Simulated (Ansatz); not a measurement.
# Squeezing and shearing random rock-salt alloy of HfC and HfN (512 atoms), part 2 of 2

Aim: relax random rock-salt alloy of HfC and HfN (512 atoms), then change its volume and shape to read moduli from the stress.

Ansatz 0.2.0; Kohn-Sham DFT, PBE, PAW (set soft_2), plane waves.

The cell: 256 Hf, 224 N and 32 C. The Brillouin zone is sampled at Γ only. Spin–orbit coupling is left out.

So far. Step 8 (Volume +6 %): The relaxation converged after 3 steps, 0.0952 eV below its start, with a largest force component of 0.023 eV/Å. Step 8 (Volume +6 %): Volume +6 %: the energy stands 16.0 eV above that of the reference, at a pressure of -13.4 GPa.

### Step 9. Volume -10 %

The relaxed cell is scaled to another volume.

Contents of input.yaml:

```yaml
crystal:
  lattice:
    - [17.61704, -0.00107, 0.00545]
    - [-0.00107, 17.62078, 0.00026]
    - [0.00545, 0.00026, 17.62284]
  atoms:
    [... the 512 atom lines of step 4 ...]
kpoints:
  mp_grid: { grid: [1, 1, 1] }
hamiltonian:
  xc: pbe
scf:
  occupations: { method: gaussian, width: 0.025 }
output:
  forces: true
  eigenvalues: true
  stress: true
relax:
  f_tol: 0.05
  max_steps: 70
```

Run with:

```console
$ ansatz run input.yaml --threads 32 --pin off --max-ram 92160MiB --backend cuda --events-out ev --progress --plain --runs-dir out --max-vram 78GiB
```

Standard output:

```text
[...]
GPU FFT provider: cuFFT
GPU libraries: cuBLAS 13.8.1, cuFFT 12.4.0, cuSOLVER 12.3.2
[...]
Crystal: 512 atoms, lattice volume = 5470.587 Å³
Basis set: ecut = 420 eV, 107031 PW (Γ), exchange–correlation on 240×240×240 points (8 copies of the dense FFT grid, shifted against one another)
Bands: 4743, of which v1, the nominal top of the filled ones, is band 3952 counted from 1 (3951 counted from 0)
Symmetry: 1 space group operations
[...]
k-points: 1
[...]
GPU buffer pool allocated for 1728000 grid points (all kernels)
[...]
SCF iter   1: F=—  HF=-4119473.496712 eV  |F-HF|=—  |Δ(HF+E_count)|=         —  Δρ=4.84e-3  dr2=3.23e0  ethr=1.77e-3  ⟨swp⟩=5.0  Hψ=16179  notcnv=0  defer=499
[...]
SCF iter   5: F=—  HF=-4119473.144674 eV  |F-HF|=—  |Δ(HF+E_count)|=   3.42e-3  Δρ=8.84e-5  dr2=3.76e-4  ethr=4.12e-8  ⟨swp⟩=3.0  Hψ=10061  notcnv=0  defer=779
SCF iter   6: F=-4119473.144677 eV  HF=-4119473.144688 eV  |F-HF|=1.14e-5  |Δ(HF+E_count)|=   1.43e-5  Δρ=2.12e-5  dr2=2.46e-5  ethr=7.91e-10  ⟨swp⟩=14.0  Hψ=33854  notcnv=0
SCF 1 converged in 6 iterations: F = -4119473.144677 eV  dr2 = 2.46e-5
[...]
relax step   1: F+E_penalty+E_count = -4119473.14467678 eV  Δ(F+E_penalty+E_count) = +0.000e0 eV  max|allowed force component| = 3.632e-1 eV/Å  Δτ_max = 0.0000 Å  (6 SCF iters, dr2 threshold 6.25e-5 eV, accepted)
[...]
relax step   2: F+E_penalty+E_count = -4119473.34237854 eV  Δ(F+E_penalty+E_count) = -1.977e-1 eV  max|allowed force component| = 1.772e-1 eV/Å  Δτ_max = 0.0234 Å  (7 SCF iters, dr2 threshold 8.24e-6 eV, accepted)
[...]
relax step   3: F+E_penalty+E_count = -4119473.38831812 eV  Δ(F+E_penalty+E_count) = -4.594e-2 eV  max|allowed force component| = 4.063e-2 eV/Å  Δτ_max = 0.0109 Å  (8 SCF iters, accepted)
SCF converged after 8 iterations
Free energy (F): -4119473.388318 eV
[...]
Internal energy: -4119473.365046 eV  (E = F + TS)
E sigma→0 (E₀):  -4119473.376682 eV
Entropy (-TS):   -0.023272 eV (-0.045 meV/atom)
Fermi energy:    25.320432 eV
[...]
Σ components = -4119473.388318   (vs F -4119473.388318, Δ=0.00e0)
--- Forces (eV/Å), atoms counted from 1 ---
[... 512 lines of forces left out ...]
  max |Σ_I F_I| component: 4.37e-5 eV/Å
--- Stress (GPa, compression-positive) ---
       34.103720      -0.017196       0.018561
       -0.017196      34.114367      -0.007194
        0.018561      -0.007194      34.086389
  P = ⅓ Tr σ = 34.1015 GPa (341.015 kbar)
--- Band table (eV) ---
[... left out ...]
--- Relaxed structure (3 steps of the walk, 3 accepted, 0 SCFs on fresh bases) ---
[...]
atoms:
[... 512 atom lines left out ...]
```

Elapsed: 37 s, on 1 × NVIDIA GB200 with 32 threads of Arm Neoverse V2, shared host; peak memory 4.3 GiB; 79 s of CPU time.

That memory is the host's; the program planned 49.7 GiB on the GPU.

The relaxation converged after 3 steps, 0.244 eV below its start, with a largest force component of 0.041 eV/Å.

Volume -10 %: the energy stands 58.9 eV above that of the reference, at a pressure of 34.1 GPa.

### Step 10. Stretched by 1 % along x

The relaxed cell is strained along x alone, which gives the stiffness along x and its coupling to y and z.

input.yaml, the sections that differ from step 9:

```yaml
crystal:
  lattice:
    - [18.42922, -0.00111, 0.00564]
    - [-0.00112, 18.25062, 0.00027]
    - [0.0057, 0.00027, 18.25275]
  atoms:
    [... the 512 atom lines of step 4 ...]
# kpoints, hamiltonian, scf, output, relax: as in step 9
```

Standard output:

```text
[...]
GPU FFT provider: cuFFT
GPU libraries: cuBLAS 13.8.1, cuFFT 12.4.0, cuSOLVER 12.3.2
[...]
Crystal: 512 atoms, lattice volume = 6139.215 Å³
Basis set: ecut = 420 eV, 120037 PW (Γ), exchange–correlation on 250×250×250 points (8 copies of the dense FFT grid, shifted against one another)
Bands: 4743, of which v1, the nominal top of the filled ones, is band 3952 counted from 1 (3951 counted from 0)
Symmetry: 1 space group operations
[...]
k-points: 1
[...]
GPU buffer pool allocated for 1953125 grid points (all kernels)
[...]
SCF iter   1: F=—  HF=-4119532.393276 eV  |F-HF|=—  |Δ(HF+E_count)|=         —  Δρ=7.04e-3  dr2=6.10e0  ethr=1.77e-3  ⟨swp⟩=4.0  Hψ=13053  notcnv=0  defer=348
[...]
SCF iter   5: F=—  HF=-4119531.226801 eV  |F-HF|=—  |Δ(HF+E_count)|=   5.32e-3  Δρ=1.26e-4  dr2=6.90e-4  ethr=4.16e-8  ⟨swp⟩=4.0  Hψ=10957  notcnv=0  defer=781
SCF iter   6: F=-4119531.226711 eV  HF=-4119531.226763 eV  |F-HF|=5.19e-5  |Δ(HF+E_count)|=   3.79e-5  Δρ=2.46e-5  dr2=5.82e-5  ethr=7.91e-10  ⟨swp⟩=15.0  Hψ=35045  notcnv=0
SCF 1 converged in 6 iterations: F = -4119531.226711 eV  dr2 = 5.82e-5
[...]
relax step   1: F+E_penalty+E_count = -4119531.22671117 eV  Δ(F+E_penalty+E_count) = +0.000e0 eV  max|allowed force component| = 1.111e-1 eV/Å  Δτ_max = 0.0000 Å  (6 SCF iters, dr2 threshold 6.25e-5 eV, accepted)
[...]
GPU FFT provider: cuFFT
GPU libraries: cuBLAS 13.8.1, cuFFT 12.4.0, cuSOLVER 12.3.2
[...]
GPU buffer pool allocated for 1953125 grid points (all kernels)
[...]
SCF iter   1: F=—  HF=-4119531.236602 eV  |F-HF|=—  |Δ(HF+E_count)|=         —  Δρ=7.80e-4  dr2=1.26e-1  ethr=1.64e-6  ⟨swp⟩=1.0  Hψ=10918  notcnv=0  defer=776
[...]
SCF iter  10: F=—  HF=-4119531.247150 eV  |F-HF|=—  |Δ(HF+E_count)|=   2.69e-7  Δρ=8.80e-7  dr2=1.34e-7  ethr=1.27e-12  ⟨swp⟩=13.0  Hψ=29445  notcnv=0
SCF iter  11: F=-4119531.247150 eV  HF=-4119531.247150 eV  |F-HF|=4.05e-8  |Δ(HF+E_count)|=   4.10e-8  Δρ=4.25e-7  dr2=4.22e-8  ethr=1.27e-12  ⟨swp⟩=3.0  Hψ=12373  notcnv=0
SCF 2 converged in 11 iterations: F = -4119531.247150 eV  dr2 = 4.22e-8
[...]
relax step   2: F+E_penalty+E_count = -4119531.24714969 eV  Δ(F+E_penalty+E_count) = -2.044e-2 eV  max|allowed force component| = 4.265e-2 eV/Å  Δτ_max = 0.0096 Å  (11 SCF iters, accepted)
SCF converged after 11 iterations
Free energy (F): -4119531.247150 eV
[...]
Internal energy: -4119531.210372 eV  (E = F + TS)
E sigma→0 (E₀):  -4119531.228761 eV
Entropy (-TS):   -0.036778 eV (-0.072 meV/atom)
Fermi energy:    22.516222 eV
[...]
Σ components = -4119531.247150   (vs F -4119531.247150, Δ=0.00e0)
--- Forces (eV/Å), atoms counted from 1 ---
[... 512 lines of forces left out ...]
  max |Σ_I F_I| component: 3.93e-5 eV/Å
--- Stress (GPa, compression-positive) ---
       -5.408990       0.010370       0.020012
        0.010370      -1.037307      -0.015474
        0.020012      -0.015474      -1.069682
  P = ⅓ Tr σ = -2.5053 GPa (-25.053 kbar)
--- Band table (eV) ---
[... left out ...]
--- Relaxed structure (2 steps of the walk, 2 accepted, 0 SCFs on fresh bases) ---
[...]
atoms:
[... 512 atom lines left out ...]
```

It took 30 s on 1 × NVIDIA GB200 with 32 threads; peak memory 4.5 GiB.

That memory is the host's; the program planned 54.7 GiB on the GPU.

The relaxation converged after 2 steps, 0.0204 eV below its start, with a largest force component of 0.043 eV/Å.

Stretched by 1 % along x: the energy stands 1.07 eV above that of the reference, at a pressure of -2.51 GPa.

### Step 11. Compressed by 1 % along x

The relaxed cell is strained along x alone, which gives the stiffness along x and its coupling to y and z.

input.yaml, the sections that differ from step 10:

```yaml
crystal:
  lattice:
    - [18.06428, -0.00111, 0.00564]
    - [-0.0011, 18.25062, 0.00027]
    - [0.00558, 0.00027, 18.25275]
  atoms:
    [... the 512 atom lines of step 4 ...]
# kpoints, hamiltonian, scf, output, relax: as in step 10
```

Standard output:

```text
[...]
GPU FFT provider: cuFFT
GPU libraries: cuBLAS 13.8.1, cuFFT 12.4.0, cuSOLVER 12.3.2
[...]
Crystal: 512 atoms, lattice volume = 6017.645 Å³
Basis set: ecut = 420 eV, 117607 PW (Γ), exchange–correlation on 250×250×250 points (8 copies of the dense FFT grid, shifted against one another)
Bands: 4743, of which v1, the nominal top of the filled ones, is band 3952 counted from 1 (3951 counted from 0)
Symmetry: 1 space group operations
[...]
k-points: 1
[...]
GPU buffer pool allocated for 1953125 grid points (all kernels)
[...]
SCF iter   1: F=—  HF=-4119532.242756 eV  |F-HF|=—  |Δ(HF+E_count)|=         —  Δρ=6.93e-3  dr2=5.60e0  ethr=1.77e-3  ⟨swp⟩=4.0  Hψ=13105  notcnv=0  defer=416
[...]
SCF iter   6: F=—  HF=-4119531.138455 eV  |F-HF|=—  |Δ(HF+E_count)|=   1.49e-4  Δρ=2.53e-5  dr2=4.03e-5  ethr=4.44e-9  ⟨swp⟩=3.0  Hψ=8807  notcnv=0  defer=776
SCF iter   7: F=-4119531.138452 eV  HF=-4119531.138455 eV  |F-HF|=3.14e-6  |Δ(HF+E_count)|=   5.56e-7  Δρ=9.54e-6  dr2=4.64e-6  ethr=5.10e-10  ⟨swp⟩=14.0  Hψ=22492  notcnv=0
SCF 1 converged in 7 iterations: F = -4119531.138452 eV  dr2 = 4.64e-6
[...]
relax step   1: F+E_penalty+E_count = -4119531.13845233 eV  Δ(F+E_penalty+E_count) = +0.000e0 eV  max|allowed force component| = 1.322e-1 eV/Å  Δτ_max = 0.0000 Å  (7 SCF iters, dr2 threshold 6.25e-5 eV, accepted)
[...]
relax step   2: F+E_penalty+E_count = -4119531.15762324 eV  Δ(F+E_penalty+E_count) = -1.917e-2 eV  max|allowed force component| = 5.813e-2 eV/Å  Δτ_max = 0.0105 Å  (8 SCF iters, accepted)
[...]
relax step   3: F+E_penalty+E_count = -4119531.16314643 eV  Δ(F+E_penalty+E_count) = -5.523e-3 eV  max|allowed force component| = 2.366e-2 eV/Å  Δτ_max = 0.0043 Å  (7 SCF iters, accepted)
SCF converged after 7 iterations
Free energy (F): -4119531.163146 eV
[...]
Internal energy: -4119531.141438 eV  (E = F + TS)
E sigma→0 (E₀):  -4119531.152292 eV
Entropy (-TS):   -0.021708 eV (-0.042 meV/atom)
Fermi energy:    22.987800 eV
[...]
Σ components = -4119531.163146   (vs F -4119531.163146, Δ=0.00e0)
--- Forces (eV/Å), atoms counted from 1 ---
[... 512 lines of forces left out ...]
  max |Σ_I F_I| component: 2.56e-5 eV/Å
--- Stress (GPa, compression-positive) ---
        6.163086       0.012937      -0.015646
        0.012937       0.936654      -0.011387
       -0.015646      -0.011387       0.939970
  P = ⅓ Tr σ = 2.6799 GPa (26.799 kbar)
--- Band table (eV) ---
[... left out ...]
--- Relaxed structure (3 steps of the walk, 3 accepted, 0 SCFs on fresh bases) ---
[...]
atoms:
[... 512 atom lines left out ...]
```

Run time: 40 s. Hardware: 1 × NVIDIA GB200 with 32 threads; peak memory 4.4 GiB.

That memory is the host's; the program planned 53.8 GiB on the GPU.

The relaxation converged after 3 steps, 0.0247 eV below its start, with a largest force component of 0.024 eV/Å.

Compressed by 1 % along x: the energy stands 1.15 eV above that of the reference, at a pressure of 2.68 GPa.

### Step 12. Sheared by 2 % in xy

A shear of the relaxed cell gives the modulus that volume changes can't reach.

input.yaml, the sections that differ from step 11:

```yaml
crystal:
  lattice:
    - [18.24674, 0.18136, 0.00564]
    - [0.1814, 18.25061, 0.00027]
    - [0.00564, 0.00033, 18.25275]
  atoms:
    [... the 512 atom lines of step 4 ...]
# kpoints, hamiltonian, scf, output, relax: as in step 11
```

Standard output:

```text
[...]
Crystal: 512 atoms, lattice volume = 6077.823 Å³
Basis set: ecut = 420 eV, 118793 PW (Γ), exchange–correlation on 250×250×250 points (8 copies of the dense FFT grid, shifted against one another)
Bands: 4743, of which v1, the nominal top of the filled ones, is band 3952 counted from 1 (3951 counted from 0)
Symmetry: 1 space group operations
[...]
k-points: 1
[...]
SCF iter   1: F=—  HF=-4119532.399535 eV  |F-HF|=—  |Δ(HF+E_count)|=         —  Δρ=6.86e-3  dr2=5.73e0  ethr=1.77e-3  ⟨swp⟩=4.0  Hψ=13081  notcnv=0  defer=365
[...]
SCF iter   3: F=—  HF=-4119531.303423 eV  |F-HF|=—  |Δ(HF+E_count)|=   1.60e-1  Δρ=7.94e-4  dr2=6.01e-2  ethr=1.17e-5  ⟨swp⟩=2.0  Hψ=6904  notcnv=0  defer=779
[...]
SCF iter   8: F=-4119531.287904 eV  HF=-4119531.287994 eV  |F-HF|=8.94e-5  |Δ(HF+E_count)|=   5.52e-5  Δρ=1.21e-5  dr2=5.86e-5  ethr=7.91e-10  ⟨swp⟩=15.0  Hψ=29731  notcnv=0
SCF 1 converged in 8 iterations: F = -4119531.287904 eV  dr2 = 5.86e-5
[...]
relax step   1: F+E_penalty+E_count = -4119531.28790442 eV  Δ(F+E_penalty+E_count) = +0.000e0 eV  max|allowed force component| = 1.317e-1 eV/Å  Δτ_max = 0.0000 Å  (8 SCF iters, dr2 threshold 6.25e-5 eV, accepted)
[...]
relax step   2: F+E_penalty+E_count = -4119531.34190303 eV  Δ(F+E_penalty+E_count) = -5.400e-2 eV  max|allowed force component| = 1.305e-1 eV/Å  Δτ_max = 0.0141 Å  (9 SCF iters, accepted)
[...]
relax step   3: F+E_penalty+E_count = -4119531.36779975 eV  Δ(F+E_penalty+E_count) = -2.590e-2 eV  max|allowed force component| = 4.442e-2 eV/Å  Δτ_max = 0.0089 Å  (9 SCF iters, accepted)
SCF converged after 9 iterations
Free energy (F): -4119531.367800 eV
[...]
Internal energy: -4119531.356691 eV  (E = F + TS)
E sigma→0 (E₀):  -4119531.362245 eV
Entropy (-TS):   -0.011109 eV (-0.022 meV/atom)
Fermi energy:    22.761934 eV
[...]
--- Forces (eV/Å), atoms counted from 1 ---
[... 512 lines of forces left out ...]
  max |Σ_I F_I| component: 1.79e-5 eV/Å
--- Stress (GPa, compression-positive) ---
        0.123794      -2.579271       0.067791
       -2.579271       0.033563      -0.075994
        0.067791      -0.075994      -0.226954
  P = ⅓ Tr σ = -0.0232 GPa (-0.232 kbar)
--- Band table (eV) ---
[... left out ...]
--- Relaxed structure (3 steps of the walk, 3 accepted, 0 SCFs on fresh bases) ---
[...]
atoms:
[... 512 atom lines left out ...]
```

It took 43 s on 1 × NVIDIA GB200 with 32 threads; peak memory 4.5 GiB; 90 s of CPU time.

The relaxation converged after 3 steps, 0.0799 eV below its start, with a largest force component of 0.044 eV/Å.

Sheared by 2 % in xy: the energy stands 0.946 eV above that of the reference, at a pressure of -0.0232 GPa.

### Step 13. Pressure against volume

Atoms are relaxed at each volume, in the scaled cell.

| volume change (%) | volume (Å³/atom) | energy change (meV/atom) | pressure (GPa) | largest move on relaxing (Å) | bonds |
| --- | --- | --- | --- | --- | --- |
| -10 | 10.685 | 115.09 | 34.10 | 0.02 | 1536 |
| -6 | 11.160 | 38.39 | 18.25 | 0.01 | 1536 |
| -3 | 11.516 | 9.02 | 8.38 | 0.01 | 1536 |
| +0 | 11.872 | 0.00 | -0.04 | - | 1536 |
| +3 | 12.228 | 8.29 | -7.22 | 0.01 | 1536 |
| +6 | 12.584 | 31.33 | -13.37 | 0.01 | 1536 |

### Step 14. Uniaxial strain and shear

Stress (GPa, compression positive) less that of the relaxed cell, atoms relaxed:

| strain | xx | yy | zz | xy | energy change (meV/atom) |
| --- | --- | --- | --- | --- | --- |
| stretched by 1 % along x | -5.371 | -1.003 | -1.027 | 0.005 | 2.08 |
| compressed by 1 % along x | 6.201 | 0.971 | 0.983 | 0.007 | 2.25 |
| sheared by 2 % in xy | 0.162 | 0.068 | -0.184 | -2.585 | 1.85 |

### Step 15. What came out

The bulk modulus, from the slope of pressure against ln V over the three points nearest the relaxed volume, is 260 GPa; a quadratic over all points gives a pressure derivative of about 4.6. In the Cartesian axes of the cell, finite differences give C11 = 579, C12 = 98.7, C13 = 100 and C66 = 129 GPa (the shear of 2 % is the engineering strain, εxy = 0.01). The mean of C11, C12 and C13, which equals the bulk modulus in a cubic or isotropic solid, is 259 GPa: it agrees with the bulk modulus within 10 %.

Caveats: Strains are finite and relaxations stop at the force tolerance of the input, which can leave moduli too stiff; they are those of a static cell at zero temperature. Volumes are changed with the cell's shape held, so in an anisotropic solid the modulus lies over the one under free hydrostatic load. The program notes that the SCF threshold of the relaxations is loose for the stress. The host structure and its lattice constant were typed by rule, without a check against the phase diagram.

The DFT runs together took 8.9 min of wall time.

[Long decimals in the printed logs are rounded to 6 places.]

[Logs are printed without paths, hosts, clocks, repeated set-up lines and the standing remarks that a program may print on its own settings, such as how far it seeks lower states.]

[Hosts, paths, dates, database ids (printed as entryN), source tags and the programs' standing remarks are cut or masked in the printed files.]
